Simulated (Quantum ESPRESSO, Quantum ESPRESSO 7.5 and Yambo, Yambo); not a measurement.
# Quasiparticle gap of OsIF (1T monolayer (Janus)) in Yambo

Aim: the G0W0 gap of OsIF (1T monolayer (Janus)) on PBE, step by step.

Calculated with Quantum ESPRESSO 7.5 and Yambo 5.3.0; PBE and many-body steps on it, plane waves.

## (1) The structure

The cell holds 3 atoms: 1 Os, 1 F and 1 I. Cell: a = 3.812 Å, b = 3.812 Å, c = 15.000 Å, α = 90.0°, β = 90.0°, γ = 120.0°. Vacuum lies along c.

The structure was relaxed with PBE. The runs that relaxed it are not among those shown. Spin-orbit coupling is left out unless a step names it.

## (2) Ground state

This step: Quantum ESPRESSO 7.5; DFT, PBE, plane waves, norm-conserving pseudopotentials.

The ground-state density comes first.

File pw.in:

```
&control
  calculation = 'scf'
  prefix = 'x'
  outdir = 'o'
  pseudo_dir = 'pseudo'
/
&system
  ibrav = 0
  nat = 3
  ntyp = 3
  ecutwfc = 76.0
  nbnd = 29
  force_symmorphic = .true.
/
&electrons
  conv_thr = 1e-10
  electron_maxstep = 80
  mixing_beta = 0.5
/
ATOMIC_SPECIES
  Os 190.23 Os.upf
  F 18.998 F.upf
  I 126.9 I.upf
CELL_PARAMETERS angstrom
  3.8117470532 0.0000000002 0.0000000000
  -1.9058735268 3.3010697807 0.0000000000
  0.0000000000 0.0000000000 15.0000000000
ATOMIC_POSITIONS crystal
  Os 0.0000000000 0.0000000000 0.5053837070
  F 0.3333333333 0.6666666667 0.5728503678
  I 0.6666666667 0.3333333333 0.4217659252
K_POINTS automatic
  9 9 1 0 0 0
```

Started as:

```sh
$ OMP_NUM_THREADS=1 mpirun -n 4 pw.x -nk 4 -in pw.in > pw.out
```

The log of the run:

```text
Program PWSCF v.7.5 starts

     This program is part of the open-source Quantum ESPRESSO suite
     for quantum simulation of materials; please cite
         "P. Giannozzi et al., J. Phys.:Condens. Matter 21 395502 (2009);
         "P. Giannozzi et al., J. Phys.:Condens. Matter 29 465901 (2017);
         "P. Giannozzi et al., J. Chem. Phys. 152 154105 (2020);
     in publications or presentations arising from this work. More details at
     Message from routine setup:
     using ibrav=0 with symmetry is DISCOURAGED, use correct ibrav instead

     G-vector sticks info

     bravais-lattice index     =            0
     lattice parameter (alat)  =       7.2032  a.u.
     unit-cell volume          =    1273.6985 (a.u.)^3
     number of atoms/cell      =            3
     number of atomic types    =            3
     number of electrons       =        48.00
     number of Kohn-Sham states=           29
     kinetic-energy cutoff     =      76.0000  Ry
     charge density cutoff     =     304.0000  Ry
     scf convergence threshold =      1.0E-10
     mixing beta               =       0.5000
     number of iterations used =            8  plain     mixing
     Exchange-correlation= PBE
                           (   1   4   3   4   0   0   0)

     celldm(1)=   7.203158  celldm(2)=   0.000000  celldm(3)=   0.000000
     celldm(4)=   0.000000  celldm(5)=   0.000000  celldm(6)=   0.000000

     crystal axes: (cart. coord. in units of alat)
               a(1) = (   1.000000   0.000000   0.000000 )
               a(2) = (  -0.500000   0.866025   0.000000 )
               a(3) = (   0.000000   0.000000   3.935203 )

     reciprocal axes: (cart. coord. in units 2 pi/alat)
               b(1) = (  1.000000  0.577350 -0.000000 )
               b(2) = ( -0.000000  1.154701  0.000000 )
               b(3) = (  0.000000 -0.000000  0.254116 )
     Pseudo is Norm-conserving + core correction, Zval = 16.0
     Generated using ONCVPSP code by D. R. Hamann
     Using radial grid of 1344 points,  8 beta functions with:
     Pseudo is Norm-conserving + core correction, Zval =  7.0
     Generated using ONCVPSP code by D. R. Hamann
     Using radial grid of  832 points,  5 beta functions with:
     Pseudo is Norm-conserving + core correction, Zval = 25.0
     Generated using ONCVPSP code by D. R. Hamann
     Using radial grid of 1188 points,  8 beta functions with:
     Os               16.00   190.23000     Os( 1.00)
     F                 7.00    18.99800     F ( 1.00)
     I                25.00   126.90000     I ( 1.00)

      6 Sym. Ops. (no inversion) found

   Cartesian axes

     site n.     atom                  positions (alat units)
         1        Os     tau(   1) = (   0.0000000   0.0000000   1.9887877  )
         2        F      tau(   2) = (  -0.0000000   0.5773503   2.2542827  )
         3        I      tau(   3) = (   0.5000000   0.2886751   1.6597347  )

     number of k points=    12
                       cart. coord. in units 2pi/alat
        k(    1) = (   0.0000000   0.0000000   0.0000000), wk =   0.0246914
        k(    2) = (  -0.0000000   0.1283001   0.0000000), wk =   0.1481481
        k(    3) = (  -0.0000000   0.2566001   0.0000000), wk =   0.1481481
        k(    4) = (  -0.0000000   0.3849002   0.0000000), wk =   0.1481481
        k(    5) = (  -0.0000000   0.5132002   0.0000000), wk =   0.1481481
        k(    6) = (   0.1111111   0.1924501   0.0000000), wk =   0.1481481
        k(    7) = (   0.1111111   0.3207501   0.0000000), wk =   0.2962963
        k(    8) = (   0.1111111   0.4490502   0.0000000), wk =   0.2962963
        k(    9) = (   0.1111111   0.5773503   0.0000000), wk =   0.1481481
        k(   10) = (   0.2222222   0.3849002   0.0000000), wk =   0.1481481
        k(   11) = (   0.2222222   0.5132002   0.0000000), wk =   0.2962963
        k(   12) = (   0.3333333   0.5773503   0.0000000), wk =   0.0493827

     Dense  grid:   113677 G-vectors     FFT dimensions: (  40,  40, 160)

     Initial potential from superposition of free atoms

     starting charge      47.9997, renormalised to      48.0000
     Starting wfcs are   27 randomized atomic wfcs +    2 random wfcs

     per-process dynamical memory:    93.2 Mb

     Self-consistent Calculation

     iteration #  1     ecut=    76.00 Ry     beta= 0.50

     total energy              =    -876.55601427 Ry
     estimated scf accuracy    <       0.58473743 Ry

     iteration #  2     ecut=    76.00 Ry     beta= 0.50

     total energy              =    -876.57563617 Ry
     estimated scf accuracy    <       1.57259046 Ry

     iteration #  3     ecut=    76.00 Ry     beta= 0.50

     total energy              =    -876.81771004 Ry
     estimated scf accuracy    <       0.02223184 Ry

     iteration #  4     ecut=    76.00 Ry     beta= 0.50

     total energy              =    -876.82015934 Ry
     estimated scf accuracy    <       0.00356116 Ry

     iteration #  5     ecut=    76.00 Ry     beta= 0.50

     total energy              =    -876.82034911 Ry
     estimated scf accuracy    <       0.00073519 Ry

     iteration #  6     ecut=    76.00 Ry     beta= 0.50

     total energy              =    -876.82050747 Ry
     estimated scf accuracy    <       0.00007375 Ry

     iteration #  7     ecut=    76.00 Ry     beta= 0.50

     total energy              =    -876.82051614 Ry
     estimated scf accuracy    <       0.00000458 Ry

     iteration #  8     ecut=    76.00 Ry     beta= 0.50

     total energy              =    -876.82051705 Ry
     estimated scf accuracy    <       0.00000027 Ry

     iteration #  9     ecut=    76.00 Ry     beta= 0.50

     total energy              =    -876.82051711 Ry
     estimated scf accuracy    <       0.00000004 Ry

     iteration # 10     ecut=    76.00 Ry     beta= 0.50

     total energy              =    -876.82051712 Ry
     estimated scf accuracy    <       0.00000002 Ry

     iteration # 11     ecut=    76.00 Ry     beta= 0.50

     total energy              =    -876.82051713 Ry
     estimated scf accuracy    <          4.2E-10 Ry

     iteration # 12     ecut=    76.00 Ry     beta= 0.50

     total energy              =    -876.82051713 Ry
     estimated scf accuracy    <          2.4E-10 Ry

     iteration # 13     ecut=    76.00 Ry     beta= 0.50

     End of self-consistent calculation

          k = 0.0000 0.0000 0.0000 ( 14179 PWs)   bands (ev):

  -176.7401-123.6210-123.6210-123.5458 -84.6344 -46.0369 -46.0369 -45.9771
   -45.9771 -45.9369 -44.0848 -44.0848 -43.9604 -22.1660 -14.4263  -5.3558
    -5.0149  -5.0149  -2.8948  -2.7123  -2.7123  -0.4778  -0.4778   0.3728
     3.1771   3.2205   3.2205   4.8231   5.4581

          k =-0.0000 0.1283 0.0000 ( 14197 PWs)   bands (ev):

  -176.7401-123.6210-123.6210-123.5458 -84.6343 -46.0440 -46.0346 -45.9782
   -45.9743 -45.9408 -44.0904 -44.0858 -43.9587 -22.1588 -14.3551  -5.3441
    -4.9708  -4.9506  -3.2132  -2.8834  -2.7790  -0.4193  -0.3303   0.4175
     2.7052   3.1221   3.4745   5.0791   5.8242

          k =-0.0000 0.2566 0.0000 ( 14213 PWs)   bands (ev):

  -176.7401-123.6211-123.6210-123.5458 -84.6342 -46.0448 -46.0350 -45.9787
   -45.9763 -45.9404 -44.1043 -44.0881 -43.9546 -22.1413 -14.1610  -5.3230
    -5.0239  -4.7797  -3.8537  -3.2389  -2.6864  -0.3791  -0.0607   0.3701
     2.0904   2.9318   4.2191   5.3842   6.1896

          k =-0.0000 0.3849 0.0000 ( 14245 PWs)   bands (ev):

     [... further k-points ...]

     highest occupied, lowest unoccupied level (ev):     0.4175    1.7533

!    total energy              =    -876.82051713 Ry
     estimated scf accuracy    <          3.0E-11 Ry

     The total energy is the sum of the following terms:
     one-electron contribution =   -2363.29317261 Ry
     hartree contribution      =    1155.81368455 Ry
     xc contribution           =    -131.63510586 Ry
     ewald contribution        =     462.29407678 Ry

     convergence has been achieved in  13 iterations

     XML data file, charge density, pseudopotentials, collected wavefunctions

=------------------------------------------------------------------------------=
   JOB DONE.
=------------------------------------------------------------------------------=
```

Wall time 28 s (4 MPI ranks of Arm Neoverse V1, shared host); peak memory 0.68 GiB.

Numbers from this step:

- total energy: -11929.7509 eV
- gap: 1.336 eV
- k of the valence top: 0, 0.1111, 0
- k of the conduction bottom: 0.2222, 0.3333, 0
- least direct gap: 1.552 eV

The gap is indirect, with the least direct gap 0.22 eV higher.

## (3) Bands along the symmetry lines

Levels along a band path, at the cheap level, show where the edges lie and whether the meshes to come will hold them.

File pw.in:

```
&control
  calculation = 'bands'
  prefix = 'x'
  outdir = 'o'
  pseudo_dir = 'pseudo'
/
&system
  ibrav = 0
  nat = 3
  ntyp = 3
  ecutwfc = 76.0
  nbnd = 30
  force_symmorphic = .true.
/
&electrons
  conv_thr = 1e-9
  electron_maxstep = 80
  diago_full_acc = .true.
  diago_thr_init = 5e-6
/
ATOMIC_SPECIES
  Os 190.23 Os.upf
  F 18.998 F.upf
  I 126.9 I.upf
CELL_PARAMETERS angstrom
  3.8117470532 0.0000000002 0.0000000000
  -1.9058735268 3.3010697807 0.0000000000
  0.0000000000 0.0000000000 15.0000000000
ATOMIC_POSITIONS crystal
  Os 0.0000000000 0.0000000000 0.5053837070
  F 0.3333333333 0.6666666667 0.5728503678
  I 0.6666666667 0.3333333333 0.4217659252
K_POINTS crystal
  25
  0.00000000 0.00000000 0.00000000 1
  0.06250000 0.00000000 0.00000000 1
  0.12500000 0.00000000 0.00000000 1
  0.18750000 0.00000000 0.00000000 1
  0.25000000 0.00000000 0.00000000 1
  0.31250000 0.00000000 0.00000000 1
  0.37500000 0.00000000 0.00000000 1
  0.43750000 0.00000000 0.00000000 1
  0.50000000 0.00000000 0.00000000 1
  0.47916667 0.04166667 0.00000000 1
  0.45833333 0.08333333 0.00000000 1
  0.43750000 0.12500000 0.00000000 1
  0.41666666 0.16666666 0.00000000 1
  0.39583333 0.20833333 0.00000000 1
  0.37500000 0.25000000 0.00000000 1
  0.35416666 0.29166666 0.00000000 1
  0.33333333 0.33333333 0.00000000 1
  0.29166666 0.29166666 0.00000000 1
  0.25000000 0.25000000 0.00000000 1
  0.20833333 0.20833333 0.00000000 1
  0.16666666 0.16666666 0.00000000 1
  0.12500000 0.12500000 0.00000000 1
  0.08333333 0.08333333 0.00000000 1
  0.04166667 0.04166667 0.00000000 1
  0.00000000 0.00000000 0.00000000 1
```

The log of the run:

```text
[banner, memory and clock lines left out]
Program PWSCF v.7.5 starts

     Atomic positions and unit cell read from directory:
     o/x.save/

     Message from routine setup:
     using ibrav=0 with symmetry is DISCOURAGED, use correct ibrav instead

     G-vector sticks info

     bravais-lattice index     =            0
     lattice parameter (alat)  =       7.2032  a.u.
     unit-cell volume          =    1273.6985 (a.u.)^3
     number of atoms/cell      =            3
     number of atomic types    =            3
     number of electrons       =        48.00
     number of Kohn-Sham states=           30
     kinetic-energy cutoff     =      76.0000  Ry
     charge density cutoff     =     304.0000  Ry
     Exchange-correlation= PBE
                           (   1   4   3   4   0   0   0)

     celldm(1)=   7.203158  celldm(2)=   0.000000  celldm(3)=   0.000000
     celldm(4)=   0.000000  celldm(5)=   0.000000  celldm(6)=   0.000000

     crystal axes: (cart. coord. in units of alat)
               a(1) = (   1.000000   0.000000   0.000000 )
               a(2) = (  -0.500000   0.866025   0.000000 )
               a(3) = (   0.000000   0.000000   3.935203 )

     reciprocal axes: (cart. coord. in units 2 pi/alat)
               b(1) = (  1.000000  0.577350 -0.000000 )
               b(2) = ( -0.000000  1.154701  0.000000 )
               b(3) = (  0.000000 -0.000000  0.254116 )
     Pseudo is Norm-conserving + core correction, Zval = 16.0
     Generated using ONCVPSP code by D. R. Hamann
     Using radial grid of 1344 points,  8 beta functions with:
     Pseudo is Norm-conserving + core correction, Zval =  7.0
     Generated using ONCVPSP code by D. R. Hamann
     Using radial grid of  832 points,  5 beta functions with:
     Pseudo is Norm-conserving + core correction, Zval = 25.0
     Generated using ONCVPSP code by D. R. Hamann
     Using radial grid of 1188 points,  8 beta functions with:
     Os               16.00   190.23000     Os( 1.00)
     F                 7.00    18.99800     F ( 1.00)
     I                25.00   126.90000     I ( 1.00)

      6 Sym. Ops. (no inversion) found

   Cartesian axes

     site n.     atom                  positions (alat units)
         1        Os     tau(   1) = (   0.0000000   0.0000000   1.9887877  )
         2        F      tau(   2) = (  -0.0000000   0.5773503   2.2542827  )
         3        I      tau(   3) = (   0.5000000   0.2886751   1.6597347  )

     number of k points=    25
                       cart. coord. in units 2pi/alat
        k(    1) = (   0.0000000   0.0000000   0.0000000), wk =   0.0800000
        k(    2) = (   0.0625000   0.0360844   0.0000000), wk =   0.0800000
        k(    3) = (   0.1250000   0.0721688   0.0000000), wk =   0.0800000
[...]
[... 13 further rows ...]
        k(   24) = (   0.0416667   0.0721688   0.0000000), wk =   0.0800000
        k(   25) = (   0.0000000   0.0000000   0.0000000), wk =   0.0800000

     Dense  grid:   113677 G-vectors     FFT dimensions: (  40,  40, 160)

     The potential is recalculated from file :
     o/x.save/charge-density

     Starting wfcs are   27 randomized atomic wfcs +    3 random wfcs

     Band Structure Calculation

     End of band structure calculation

          k = 0.0000 0.0000 0.0000 ( 14179 PWs)   bands (ev):

  -176.7401-123.6210-123.6210-123.5458 -84.6343 -46.0369 -46.0369 -45.9771
   -45.9771 -45.9369 -44.0848 -44.0848 -43.9604 -22.1661 -14.4263  -5.3558
    -5.0149  -5.0149  -2.8948  -2.7123  -2.7123  -0.4778  -0.4778   0.3728
     3.1771   3.2205   3.2205   4.8231   5.4580   5.9214

          k = 0.0625 0.0361 0.0000 ( 14189 PWs)   bands (ev):

  -176.7401-123.6210-123.6210-123.5458 -84.6343 -46.0421 -46.0358 -45.9783
   -45.9750 -45.9381 -44.0866 -44.0851 -43.9598 -22.1637 -14.4035  -5.3530
[...]
3.0145   3.1869   3.2761   4.9301   5.6114   6.0430

          k = 0.1250 0.0722 0.0000 ( 14205 PWs)   bands (ev):

  -176.7401-123.6210-123.6210-123.5458 -84.6343 -46.0446 -46.0359 -45.9784
[...]
2.6133   3.0995   3.5484   5.1249   5.8828   6.4403

[...]
k = 0.0417 0.0722 0.0000 ( 14200 PWs)   bands (ev):

  -176.7401-123.6210-123.6210-123.5458 -84.6343 -46.0422 -46.0385 -45.9789
[...]
2.9660   3.1575   3.3171   4.9582   5.6539   6.0885

          k = 0.0000 0.0000 0.0000 ( 14179 PWs)   bands (ev):

  -176.7401-123.6210-123.6210-123.5458 -84.6343 -46.0369 -46.0369 -45.9771
   -45.9771 -45.9369 -44.0848 -44.0848 -43.9604 -22.1661 -14.4263  -5.3558
    -5.0149  -5.0149  -2.8948  -2.7123  -2.7123  -0.4778  -0.4778   0.3728
     3.1771   3.2205   3.2205   4.8231   5.4580   5.9214

     XML data file, pseudopotentials, collected wavefunctions
```

It took 15 s on 4 MPI ranks; peak memory 0.54 GiB; 58 s of CPU time.

Numbers from this step:

```
gap                        : 1.324 eV
k of the valence top       : 0.0833, 0.0833, 0
k of the conduction bottom : 0.2917, 0.2917, 0
least direct gap           : 1.527 eV
```

The gap is 1.324 eV, −0.012 eV from the run before at this level.

Electronic bands along the path, in eV, zero at the top of the highest filled band:

| point | band 21 | band 22 | band 23 | band 24 | band 25 | band 26 | band 27 | band 28 |
| --- | --- | --- | --- | --- | --- | --- | --- | --- |
| Γ | -3.14 | -0.90 | -0.90 | -0.05 | 2.75 | 2.80 | 2.80 | 4.40 |
| halfway | -3.11 | -0.80 | -0.43 | -0.09 | 1.57 | 2.47 | 4.02 | 4.92 |
| M | -3.53 | -0.77 | -0.25 | -0.22 | 1.39 | 2.34 | 3.57 | 5.46 |
| halfway | -3.62 | -0.58 | -0.34 | -0.21 | 1.35 | 2.23 | 3.98 | 6.30 |
| K | -3.94 | -0.49 | -0.33 | -0.30 | 1.33 | 2.32 | 4.46 | 5.85 |
| halfway | -3.09 | -0.54 | -0.52 | -0.13 | 1.61 | 2.01 | 4.37 | 5.07 |
| Γ | -3.14 | -0.90 | -0.90 | -0.05 | 2.75 | 2.80 | 2.80 | 4.40 |

[end of part 1 of 3]

[Paths, hosts, dates, memory and timing lines, banners, echoed tables and standing remarks are left out of the program output.]

[Logs are printed without paths, hosts, clocks, repeated set-up lines and the standing remarks that a program may print on its own settings, such as how far it seeks lower states.]

[Runs of the session that timed out or met a known fault of the program may be left out.]

[Hosts, paths, dates, database ids (printed as entryN), source tags and the programs' standing remarks are cut or masked in the printed files.]
